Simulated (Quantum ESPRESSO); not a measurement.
# CrO2: magnetism against volume

How does volume change the magnetic state of CrO2?

Main program and level: Quantum ESPRESSO 7.5; PBE; plane waves with GBRV 1.5 PBE potentials, no spin-orbit coupling.

Most raw output is cut from this account.

## 1. Starting point

It takes space group P4_2/mnm (No. 136, tetragonal). Conventional cell: a = 4.421 Å, b = 4.421 Å, c = 2.917 Å, α = 90.00°, β = 90.00°, γ = 90.00°. Nearest to Cr lie 6 O at 1.89 to 1.91 Å. Nearest to O lie 3 Cr at 1.89 to 1.91 Å. Farther neighbours and most contacts between anions are not listed.

Coordinates:

```cif
data_structure
_symmetry_space_group_name_H-M 'P 1'
_symmetry_Int_Tables_number 1
_cell_length_a 4.4210
_cell_length_b 4.4210
_cell_length_c 2.9170
_cell_angle_alpha 90.000
_cell_angle_beta 90.000
_cell_angle_gamma 90.000
_cell_volume 57.01
loop_
_atom_site_label
_atom_site_type_symbol
_atom_site_fract_x
_atom_site_fract_y
_atom_site_fract_z
_atom_site_occupancy
Cr1 Cr 0.00000 0.00000 0.00000 1
Cr2 Cr 0.50000 0.50000 0.50000 1
O3 O 0.30300 0.30300 0.00000 1
O4 O 0.69700 0.69700 0.00000 1
O5 O 0.80300 0.19700 0.50000 1
O6 O 0.19700 0.80300 0.50000 1
```

The lattice constants were typed from memory of published values and not checked against a source.

## 2. Volume 0.91, ferro ++

All lengths scale alike; the factor is that of the volume. Atoms keep their fractional places. Seeded atoms are those given a starting moment.

Input file pw.in:

```
&CONTROL
  calculation = 'scf'
  prefix = 'pwscf'
  outdir = './tmp'
  pseudo_dir = './pseudo'
  disk_io = 'nowf'
  tprnfor = .true.
  tstress = .true.
/
&SYSTEM
  ibrav = 0
  celldm(1) = 8
  nat = 6
  ntyp = 2
  ecutwfc = 40
  ecutrho = 280
  nbnd = 39
  occupations = 'smearing'
  smearing = 'fd'
  degauss = 0.00367493
  nspin = 2
  starting_magnetization(1) = 0.2143
  starting_magnetization(2) = 0
/
&ELECTRONS
  conv_thr = 1.2d-08
  electron_maxstep = 150
  mixing_beta = 0.3
/
ATOMIC_SPECIES
Cr     51.9961 cr_pbe_v1.5.uspp.F.UPF
O      15.9990 o_pbe_v1.2.uspp.F.UPF
CELL_PARAMETERS alat
   1.0119907099928    0.0000000000000    0.0000000000000
   0.0000000000000    1.0119907099928    0.0000000000000
   0.0000000000000    0.0000000000000    0.6677170099635
ATOMIC_POSITIONS crystal
Cr      0.0000000000    0.0000000000    0.0000000000
Cr      0.5000000000    0.5000000000    0.5000000000
O       0.3030000000    0.3030000000    0.0000000000
O       0.6970000000    0.6970000000    0.0000000000
O       0.8030000000    0.1970000000    0.5000000000
O       0.1970000000    0.8030000000    0.5000000000
K_POINTS automatic
6 6 10 0 0 0
```

The run is started by

```console
OMP_NUM_THREADS=1 mpirun -n 4 pw.x -nk 4 -in pw.in > pw.out
```

Wall time 37 s (4 MPI ranks of Arm Neoverse V2, shared host); peak memory 0.44 GiB.

Spin moment in the atom's sphere by atom:

```tsv
atom	spin moment in the atom's sphere (μB)
Cr1	1.65
Cr2	1.65
O3	-0.04
O4	-0.04
O5	-0.04
O6	-0.04
```

Read from the output:

* smearing term TS: 0.01132 eV
* pressure: 33.13 GPa
* magnetization: 4 μB
* absolute magnetization: 4.385 μB
* final state: ferromagnetic

## 3. Volume 0.91, antiferro +-

Changes to pw.in since step 2:

```diff
@@ -13,6 +13,6 @@
   nat = 6
-  ntyp = 2
+  ntyp = 3
   ecutwfc = 40
   ecutrho = 280
-  nbnd = 39
+  nbnd = 36
   occupations = 'smearing'
@@ -22,3 +22,4 @@
   starting_magnetization(1) = 0.2143
-  starting_magnetization(2) = 0
+  starting_magnetization(2) = -0.2143
+  starting_magnetization(3) = 0
 /
@@ -30,3 +31,4 @@
 ATOMIC_SPECIES
-Cr     51.9961 cr_pbe_v1.5.uspp.F.UPF
+Cr1    51.9961 cr_pbe_v1.5.uspp.F.UPF
+Cr2    51.9961 cr_pbe_v1.5.uspp.F.UPF
 O      15.9990 o_pbe_v1.2.uspp.F.UPF
@@ -37,4 +39,4 @@
 ATOMIC_POSITIONS crystal
-Cr      0.0000000000    0.0000000000    0.0000000000
-Cr      0.5000000000    0.5000000000    0.5000000000
+Cr1     0.0000000000    0.0000000000    0.0000000000
+Cr2     0.5000000000    0.5000000000    0.5000000000
 O       0.3030000000    0.3030000000    0.0000000000
```

Elapsed: 50 s, on 4 MPI ranks; peak memory 0.47 GiB.

Spin moment in the atom's sphere by atom:

```tsv
atom	spin moment in the atom's sphere (μB)
Cr1	1.38
Cr2	-1.38
O3	0.01
O4	0.01
O5	-0.01
O6	-0.01
```

Numbers from this step:

```
smearing term TS       : 0.03063 eV
pressure               : 31.55 GPa
magnetization          : 0 μB
absolute magnetization : 3.6 μB
final state            : antiferromagnetic
```

## 4. Volume 0.91, no spin polarisation

Changes to pw.in since step 3:

```diff
@@ -13,3 +13,3 @@
   nat = 6
-  ntyp = 3
+  ntyp = 2
   ecutwfc = 40
@@ -20,6 +20,2 @@
   degauss = 0.00367493
-  nspin = 2
-  starting_magnetization(1) = 0.2143
-  starting_magnetization(2) = -0.2143
-  starting_magnetization(3) = 0
 /
@@ -31,4 +27,3 @@
 ATOMIC_SPECIES
-Cr1    51.9961 cr_pbe_v1.5.uspp.F.UPF
-Cr2    51.9961 cr_pbe_v1.5.uspp.F.UPF
+Cr     51.9961 cr_pbe_v1.5.uspp.F.UPF
 O      15.9990 o_pbe_v1.2.uspp.F.UPF
@@ -39,4 +34,4 @@
 ATOMIC_POSITIONS crystal
-Cr1     0.0000000000    0.0000000000    0.0000000000
-Cr2     0.5000000000    0.5000000000    0.5000000000
+Cr      0.0000000000    0.0000000000    0.0000000000
+Cr      0.5000000000    0.5000000000    0.5000000000
 O       0.3030000000    0.3030000000    0.0000000000
```

The job ended after 16 s (4 MPI ranks; peak memory 0.36 GiB).

Read from the output:

- smearing term TS: 0.06413 eV
- pressure: 24.65 GPa
- final state: non-magnetic (no spin polarisation)

## 5. Volume 1.09, ferro ++

Changes to pw.in since step 4:

```diff
@@ -16,3 +16,3 @@
   ecutrho = 280
-  nbnd = 36
+  nbnd = 39
   occupations = 'smearing'
@@ -20,2 +20,5 @@
   degauss = 0.00367493
+  nspin = 2
+  starting_magnetization(1) = 0.2143
+  starting_magnetization(2) = 0
 /
@@ -30,5 +33,5 @@
 CELL_PARAMETERS alat
-   1.0119907099928    0.0000000000000    0.0000000000000
-   0.0000000000000    1.0119907099928    0.0000000000000
-   0.0000000000000    0.0000000000000    0.6677170099635
+   1.0747436659607    0.0000000000000    0.0000000000000
+   0.0000000000000    1.0747436659607    0.0000000000000
+   0.0000000000000    0.0000000000000    0.7091217538136
 ATOMIC_POSITIONS crystal
```

Elapsed: 45 s, on 4 MPI ranks; peak memory 0.49 GiB.

This step gave:

| Quantity | Value |
| --- | --- |
| smearing term TS | 0.01067 eV |
| pressure | -14.82 GPa |
| magnetization | 4 μB |
| absolute magnetization | 5.027 μB |
| final state | ferromagnetic |
| largest moment | 1.850 μB |

## 6. The series

The runs not shown differ from these in the moved quantity alone.

States, by row:

```tsv
volume	ferro ++	antiferro +-	no spin polarisation
0.91	ferromagnetic	antiferromagnetic	non-magnetic
0.94	ferromagnetic	antiferromagnetic	non-magnetic
0.97	ferromagnetic	antiferromagnetic	non-magnetic
1	ferromagnetic	antiferromagnetic	non-magnetic
1.03	ferromagnetic	antiferromagnetic	non-magnetic
1.06	ferromagnetic	antiferromagnetic	non-magnetic
1.09	ferromagnetic	antiferromagnetic	non-magnetic
```

The largest site moment by volume:

```tsv
volume (factor)	ferro ++ (μB)	antiferro +- (μB)
0.9100	1.65	1.38
0.9400	1.68	1.43
0.9700	1.72	1.48
1.0000	1.75	1.52
1.0300	1.78	1.56
1.0600	1.82	1.61
1.0900	1.85	1.65
```

The energy less that of the parallel start by volume; values in meV a seeded atom:

```tsv
volume (factor)	antiferro +-	no spin polarisation
0.9100	148	505
0.9400	155	549
0.9700	162	590
1.0000	167	630
1.0300	171	667
1.0600	174	702
1.0900	177	736
```

Table of energy over the lowest by volume; values in meV an atom:

```tsv
volume (factor)	ferro ++	antiferro +-	no spin polarisation
0.9100	91.8	141	260
0.9400	43.0	94.8	226
0.9700	13.4	67.3	210
1.0000	0	55.5	210
1.0300	0.319	57.2	223
1.0600	12.2	70.3	246
1.0900	34.0	92.9	279
```

## 7. Results

| Item | Value |
| --- | --- |
| moment, parallel start | 1.65 to 1.85 μB |
| states met from these starts | antiferromagnetic and ferromagnetic |

In words: The moment of the parallel start goes from 1.65 μB at 0.91 to 1.85 μB at 1.09. The net moment of the cell goes from 4 to 4 μB. The radius of the spheres follows the nearest distance, so part of the change of the site moments is the spheres'. The largest moment of the start antiferro +- lies between 1.38 and 1.65 μB. The start antiferro +- lies over the parallel one at every finished point, by 148 to 177 meV a seeded atom. No Hubbard term acts here. In such compounds local and semilocal functionals without one often delocalise the d electrons, and can shrink or lose moments and miss the size, sign and order of the couplings.

[Logs and program files are shortened in this print: banners, set-up blocks, solver, clock and traceback lines can be left out without a mark of their own.]

[Logs are printed without paths, hosts, clocks, repeated set-up lines and the standing remarks that a program may print on its own settings, such as how far it seeks lower states.]

[Hosts, paths, dates, database ids (printed as entryN), source tags and the programs' standing remarks are cut or masked in the printed files.]

[Where a cell is said to come from a database of computed structures, the database is the Materials Project.]
